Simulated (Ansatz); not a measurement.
# NiO2 monolayer (1T): phonons and vibrational spectra

Aim: the vibrations of NiO2 monolayer (1T), their spectra, and whether the structure is stable.

Calculated with Ansatz 0.2.0; DFT PBEsol, scalar-relativistic, plane waves, PAW.

### Step 1. The starting structure

The cell holds 3 atoms: 1 Ni and 2 O. Cell: a = 2.970 Å, b = 2.970 Å, c = 20.000 Å, α = 90.0°, β = 90.0°, γ = 120.0°. Vacuum lies along c.

### Step 2. Coarse relaxation

The start is far from rest, so a relaxation with loose tolerances brings it close first.

The program solves this slab on a cell height of its own, 28.3 Å, in place of the one typed.

input.yaml

```yaml
crystal:
  lattice:
    - [2.97, 0.0, 0.0]
    - [-1.485, 2.5721, 0.0]
    - [0.0, 0.0, 20.0]
  atoms:
    - { symbol: Ni, position: [0.0, 0.0, 0.5] }
    - { symbol: O, position: [0.333333, 0.666667, 0.55635] }
    - { symbol: O, position: [0.666667, 0.333333, 0.44365] }
  periodic: [true, true, false]
kpoints:
  mp_grid: { grid: [9, 9, 1] }
hamiltonian:
  xc: pbesol
scf:
  occupations: { method: gaussian, width: 0.1 }
output:
  forces: true
  stress: true
  eigenvalues: true
relax:
  adjacent_minimum: "off"
  f_tol: 0.05
  max_steps: 80
  cell: { stress_2d_tol: 0.02 }
```

On the command line:

```sh
> ansatz run input.yaml --threads 8 --pin off --max-ram 14336MiB --backend cpu --events-out ev --progress --plain --runs-dir out
```

Numbers of over 12 decimals in the logs are rounded to 6 here.

Log:

```text
[...]
F+E_penalty+E_count = -6923.83687264 eV   max|allowed force component| = 7.090e-4 eV/Å   (the final SCF, on the basis selected at the relaxed cell)
  cell:  # Å, volume = 189.9414 Å³
    - [2.783491, 0, 0]
    - [-1.391746, 2.410574, 0]
    - [0, 0, 28.308]
  atoms:
    - { symbol: Ni, position: [0, 0, 0.353257] }
    - { symbol: O, position: [0.333333, 0.666667, 0.386228] }
    - { symbol: O, position: [0.666667, 0.333333, 0.320286] }
[key lines of the parts left out:]
SCF converged after 7 iterations
Free energy (F): -6923.836873 eV
Fermi energy:    -7.369833 eV
P = ½ c Tr σ = -0.0075 N/m
```

It took 5.4 s on 8 threads of Arm Neoverse V2, shared host; peak memory 0.57 GiB; 33 s of CPU time.

This run has no spin polarisation, although Ni can carry a moment.

The steps of the relaxation:

| step | energy less that of the first step (eV) | largest force component (eV/Å) | volume (Å³) |
| --- | --- | --- | --- |
| 1 | 0.0000 | 3.4041 | 216.25 |
| 2 | -0.9850 | 1.6707 | 209.24 |
| 3 | -1.2512 | 1.5069 | 189.02 |
| 4 | -1.3487 | 0.1767 | 193.68 |
| 5 | -1.3575 | 0.0097 | 191.27 |
| 6 | -1.3584 | 0.0059 | 190.56 |
| 7* | -1.3469 | 0.0060 | 190.56 |
| 8 | -1.3477 | 0.0006 | 189.94 |
| 9* | -1.3471 | 0.0007 | 189.94 |

Relaxation steps marked * repeat the geometry before them on a plane-wave basis chosen anew for their cell, so energy and pressure can jump there.

The run keeps the 12 symmetry operations that it works with, so distortions that break them were not tested.

| cell as run | before | after | change |
| --- | --- | --- | --- |
| a (Å) | 2.970 | 2.783 | -6.3 % |
| b (Å) | 2.970 | 2.783 | -6.3 % |

The atoms that moved most (Å, along periodic axes as changes of fractional coordinates times the final cell, across vacuum about the mean position):

| atom | dx | dy | dz | length |
| --- | --- | --- | --- | --- |
| O3 | 0.000 | 0.000 | 0.194 | 0.194 |
| O2 | 0.000 | 0.000 | -0.194 | 0.194 |

Final coordinates:

```xyz
3
Lattice="2.7835 0.0000 0.0000 -1.3917 2.4106 0.0000 0.0000 0.0000 28.3080" Properties=species:S:1:pos:R:3
Ni    0.0000    0.0000   10.0000
O     0.0000    1.6070   10.9333
O     1.3917    0.8035    9.0667
```

This step gave:

- gap on the k-mesh: 1.363 eV
- direct gap on mesh: 1.508 eV
- area per atom: 2.237 Å²

The relaxation ends with a largest force component of 7.1e-4 eV/Å.

### Step 3. Relaxation

Harmonic phonons are second derivatives at a point where the forces vanish, and they are wanted at zero stress, so atoms and cell are relaxed first.

input.yaml

```yaml
crystal:
  lattice:
    - [2.7834912155, 0.0, 0.0]
    - [-1.3917456077, 2.4105741038, 0.0]
    - [0.0, 0.0, 28.308]
  atoms:
    - { symbol: Ni, position: [0.0, 0.0, 0.3532570298] }
    - { symbol: O, position: [0.3333333333, 0.6666666667, 0.3862275603] }
    - { symbol: O, position: [0.6666666667, 0.3333333333, 0.3202864994] }
  periodic: [true, true, false]
kpoints:
  mp_grid: { grid: [12, 12, 1] }
hamiltonian:
  xc: pbesol
scf:
  occupations: { method: gaussian, width: 0.02 }
output:
  forces: true
  stress: true
  eigenvalues: true
relax:
  adjacent_minimum: "off"
  f_tol: 0.005
  max_steps: 80
  cell: { stress_2d_tol: 0.02 }
```

Log:

```text
[...]
Crystal: 3 atoms, lattice volume = 189.941 Å³
Basis set: ecut = 420 eV, 3755 PW (Γ), exchange–correlation on 40×40×384 points (8 copies of the dense FFT grid, shifted against one another)
Bands: 19, of which v1, the nominal top of the filled ones, is band 15 counted from 1 (14 counted from 0)
Symmetry: 12 space group operations
[...]
k-points: 19 of 144
[...]
--- Relaxed structure (1 steps of the walk, 1 accepted, 1 SCFs on fresh bases) ---
[...]
cell:  # Å, volume = 189.9414 Å³
    - [2.783491, -2.8867398316439578e-11, 0.0]
    - [-1.391746, 2.410574, 0.0]
    - [0.0, 0.0, 28.308]
  atoms:
    - { symbol: Ni, position: [0.0, 0.0, 0.353257] }
    - { symbol: O, position: [0.333333, 0.666667, 0.386228] }
    - { symbol: O, position: [0.666667, 0.333333, 0.320286] }
[key lines of the parts left out:]
SCF converged after 6 iterations
Free energy (F): -6923.836973 eV
Fermi energy:    -7.404044 eV
P = ½ c Tr σ = -0.0094 N/m
```

Run time: 1.6 s. Hardware: 8 threads; peak memory 0.57 GiB.

Little changed from the start: no atom moved by 0.005 Å and no cell edge by 0.1 %.

This step gave:

| Quantity | Value |
| --- | --- |
| gap on the k-mesh | 1.302 eV |
| direct gap on mesh | 1.530 eV |

### Step 4. Relaxing to small forces for the phonons

Phonons need a cell at rest on their own settings, so the relaxation is repeated with tight tolerances on forces and stress, using the mesh and the filling of the phonon run that follows.

input.yaml, the sections that differ from step 3:

```yaml
scf:
  occupations: { method: fixed }
output:
  forces: true
  stress: true
  eigenvalues: true
  write_density: true
  write_potential: true
  elf: true
  volumetric_format: npy
relax:
  adjacent_minimum: "off"
  f_tol: 0.001
  max_steps: 60
  cell: { stress_2d_tol: 0.002 }
# crystal, kpoints, hamiltonian: as in step 3
```

Log:

```text
[...]
Crystal: 3 atoms, lattice volume = 189.941 Å³
Basis set: ecut = 420 eV, 3755 PW (Γ), exchange–correlation on 40×40×384 points (8 copies of the dense FFT grid, shifted against one another)
Bands: 19, of which v1, the nominal top of the filled ones, is band 15 counted from 1 (14 counted from 0)
Symmetry: 12 space group operations
[...]
k-points: 19 of 144
[...]
--- Relaxed structure (3 steps of the walk, 3 accepted, 1 SCFs on fresh bases) ---
[...]
cell:  # Å, volume = 189.9253 Å³
    - [2.783374, -2.886618175019192e-11, 0]
    - [-1.391687, 2.410473, 0]
    - [0, 0, 28.308]
  atoms:
    - { symbol: Ni, position: [0, 0, 0.353257] }
    - { symbol: O, position: [0.333333, 0.666667, 0.386229] }
    - { symbol: O, position: [0.666667, 0.333333, 0.320285] }
[key lines of the parts left out:]
SCF converged after 8 iterations
Free energy (F): -6923.836935 eV
Fermi energy:    -8.055395 eV
P = ½ c Tr σ = -0.0006 N/m
```

Wall time 3 s (8 threads); peak memory 0.59 GiB.

Little changed from the start: no atom moved by 0.005 Å and no cell edge by 0.1 %.

This step gave:

```
gap on the k-mesh : 1.303 eV
area per atom     : 2.236 Å²
```

Valence density in the ac plane at fractional y = 0.333, with atoms of O within 0.2 Å of it. It is the smooth field of the valence electrons, not physical close to the nuclei.

Values in e/Å³, 24 rows by 14 columns, each cell a mean:
```
0.0 0.0 0.0 0.0 0.0 0.0 0.0 0.0 0.0 0.0 0.0 0.0 0.0 0.0
0.0 0.0 0.0 0.0 0.0 0.0 0.0 0.0 0.0 0.0 0.0 0.0 0.0 0.0
0.0 0.0 0.0 0.0 0.0 0.0 0.0 0.0 0.0 0.0 0.0 0.0 0.0 0.0
0.0 0.0 0.0 0.0 0.0 0.0 0.0 0.0 0.0 0.0 0.0 0.0 0.0 0.0
0.0 0.0 0.0 0.0 0.0 0.0 0.0 0.0 0.0 0.0 0.0 0.0 0.0 0.0
0.0 0.0 0.0 0.0 0.0 0.0 0.0 0.0 0.0 0.0 0.0 0.0 0.0 0.0
0.0 0.0 0.0 0.0 0.0 0.0 0.0 0.0 0.0 0.0 0.0 0.0 0.0 0.0
0.0 0.0 0.0 0.0 0.0 0.0 0.0 0.0 0.0 0.0 0.0 0.0 0.0 0.0
0.0 0.0 0.0 0.0 0.0 0.0 0.0 0.0 0.0 0.0 0.0 0.0 0.0 0.0
0.0 0.0 0.0 0.0 0.0 0.0 0.0 0.0 0.0 0.0 0.0 0.0 0.0 0.0
0.0 0.0 0.0 0.0 0.0 0.0 0.0 0.0 0.0 0.0 0.0 0.0 0.0 0.0
0.0 0.0 0.0 0.0 0.0 0.0 0.0 0.0 0.0 0.0 0.0 0.0 0.0 0.0
0.0 0.0 0.0 0.0 0.0 0.0 0.0 0.0 0.0 0.0 0.0 0.0 0.0 0.0
0.0 0.0 0.0 0.0 0.0 0.0 0.0 0.0 0.0 0.0 0.0 0.0 0.0 0.0
0.4 0.5 0.6 0.6 0.5 0.3 0.2 0.1 0.1 0.1 0.1 0.1 0.1 0.2
0.6 0.8 0.9 0.8 0.6 0.5 0.5 0.8 1.1 1.4 1.3 1.0 0.7 0.5
0.3 0.2 0.1 0.1 0.2 0.4 0.8 1.9 3.5 4.4 4.2 3.0 1.5 0.6
0.0 0.0 0.0 0.0 0.0 0.0 0.0 0.0 0.1 0.1 0.1 0.1 0.0 0.0
0.0 0.0 0.0 0.0 0.0 0.0 0.0 0.0 0.0 0.0 0.0 0.0 0.0 0.0
0.0 0.0 0.0 0.0 0.0 0.0 0.0 0.0 0.0 0.0 0.0 0.0 0.0 0.0
0.0 0.0 0.0 0.0 0.0 0.0 0.0 0.0 0.0 0.0 0.0 0.0 0.0 0.0
0.0 0.0 0.0 0.0 0.0 0.0 0.0 0.0 0.0 0.0 0.0 0.0 0.0 0.0
0.0 0.0 0.0 0.0 0.0 0.0 0.0 0.0 0.0 0.0 0.0 0.0 0.0 0.0
0.0 0.0 0.0 0.0 0.0 0.0 0.0 0.0 0.0 0.0 0.0 0.0 0.0 0.0
```
Columns run along a (2.8 Å), rows up along c (28.3 Å). Atoms in or near the plane, at fractional coordinates: O at (0.67, 0.32).

Electrostatic potential energy in the ac plane at fractional y = 0.333, with atoms of O within 0.2 Å of it. With pseudopotentials it is smooth inside the atoms' cores, unlike the true potential.

Ten even steps from '_' (-15 eV) to '@' (0 eV), each cell a mean:
```
@@@@@@@@@@@@@@@@@@@@@@@@@@@@
@@@@@@@@@@@@@@@@@@@@@@@@@@@@
@@@@@@@@@@@@@@@@@@@@@@@@@@@@
@@@@@@@@@@@@@@@@@@@@@@@@@@@@
@@@@@@@@@@@@@@@@@@@@@@@@@@@@
@@@@@@@@@@@@@@@@@@@@@@@@@@@@
@@@@@@@@@@@@@@@@@@@@@@@@@@@@
@@@@@@@@@@@@@@@@@@@@@@@@@@@@
@@@@@@@@@@@@@@@@@@@@@@@@@@@@
@@@@@@@@@@@@@@@@@@@@@@@@@@@@
@@@@@@@@@@@@@@@@@@@@@@@@@@@@
@@@@@@@@@@@@@@@@@@@@@@@@@@@@
@@@@@@@@@@@@@@@@@@@@@@@@@@@@
@@@@@@@@@@@@@@@@@@@@@@@@@@@@
**++====++**##%%%%%%%%%%####
__________::--------------::
############--....____..::==
@@@@@@@@@@@@@@@@@@@@@@@@@@@@
@@@@@@@@@@@@@@@@@@@@@@@@@@@@
@@@@@@@@@@@@@@@@@@@@@@@@@@@@
@@@@@@@@@@@@@@@@@@@@@@@@@@@@
@@@@@@@@@@@@@@@@@@@@@@@@@@@@
@@@@@@@@@@@@@@@@@@@@@@@@@@@@
@@@@@@@@@@@@@@@@@@@@@@@@@@@@
```
Columns run along a (2.8 Å; values clipped at the 3rd and 97th percentile), rows up along c (28.3 Å). Atoms in or near the plane, at fractional coordinates: O at (0.67, 0.32).

ELF in the ac plane at fractional y = 0.333, with atoms of O within 0.2 Å of it. It is the smooth field of the valence electrons, not physical close to the nuclei.

Values, 24 rows by 14 columns, each cell a mean:
```
0.00 0.00 0.00 0.00 0.00 0.00 0.00 0.00 0.00 0.00 0.00 0.00 0.00 0.00
0.00 0.00 0.00 0.00 0.00 0.00 0.00 0.00 0.00 0.00 0.00 0.00 0.00 0.00
0.00 0.00 0.00 0.00 0.00 0.00 0.00 0.00 0.00 0.00 0.00 0.00 0.00 0.00
0.00 0.00 0.00 0.00 0.00 0.00 0.00 0.00 0.00 0.00 0.00 0.00 0.00 0.00
0.00 0.00 0.00 0.00 0.00 0.00 0.00 0.00 0.00 0.00 0.00 0.00 0.00 0.00
0.00 0.00 0.00 0.00 0.00 0.00 0.00 0.00 0.00 0.00 0.00 0.00 0.00 0.00
0.00 0.00 0.00 0.00 0.00 0.00 0.00 0.00 0.00 0.00 0.00 0.00 0.00 0.00
0.00 0.00 0.00 0.00 0.00 0.00 0.00 0.00 0.00 0.00 0.00 0.00 0.00 0.00
0.00 0.00 0.00 0.00 0.00 0.00 0.00 0.00 0.00 0.00 0.00 0.00 0.00 0.00
0.00 0.00 0.00 0.00 0.00 0.00 0.00 0.00 0.00 0.00 0.00 0.00 0.00 0.00
0.00 0.00 0.00 0.00 0.00 0.00 0.00 0.00 0.00 0.00 0.00 0.00 0.00 0.00
0.00 0.00 0.00 0.00 0.00 0.00 0.00 0.00 0.00 0.00 0.00 0.00 0.00 0.00
0.00 0.00 0.00 0.00 0.00 0.00 0.00 0.00 0.00 0.00 0.00 0.00 0.00 0.00
0.09 0.14 0.17 0.16 0.13 0.08 0.04 0.01 0.01 0.00 0.00 0.01 0.02 0.04
0.40 0.53 0.59 0.58 0.50 0.36 0.21 0.09 0.03 0.02 0.02 0.04 0.10 0.23
0.18 0.18 0.20 0.20 0.17 0.20 0.30 0.39 0.43 0.43 0.43 0.42 0.36 0.26
0.39 0.14 0.06 0.07 0.20 0.51 0.74 0.80 0.75 0.67 0.69 0.78 0.79 0.68
0.06 0.01 0.00 0.01 0.02 0.09 0.19 0.29 0.35 0.38 0.37 0.33 0.26 0.15
0.00 0.00 0.00 0.00 0.00 0.00 0.00 0.00 0.01 0.01 0.01 0.01 0.00 0.00
0.00 0.00 0.00 0.00 0.00 0.00 0.00 0.00 0.00 0.00 0.00 0.00 0.00 0.00
0.00 0.00 0.00 0.00 0.00 0.00 0.00 0.00 0.00 0.00 0.00 0.00 0.00 0.00
0.00 0.00 0.00 0.00 0.00 0.00 0.00 0.00 0.00 0.00 0.00 0.00 0.00 0.00
0.00 0.00 0.00 0.00 0.00 0.00 0.00 0.00 0.00 0.00 0.00 0.00 0.00 0.00
0.00 0.00 0.00 0.00 0.00 0.00 0.00 0.00 0.00 0.00 0.00 0.00 0.00 0.00
```
Columns run along a (2.8 Å), rows up along c (28.3 Å). Atoms in or near the plane, at fractional coordinates: O at (0.67, 0.32).

The largest force component left is 0.0020 meV/Å, within the tolerances set.

(Part 1 of 3 ends here.)

[Logs are printed without paths, hosts, clocks, repeated set-up lines and the standing remarks that a program may print on its own settings, such as how far it seeks lower states.]

[Hosts, paths, dates, database ids (printed as entryN), source tags and the programs' standing remarks are cut or masked in the printed files.]
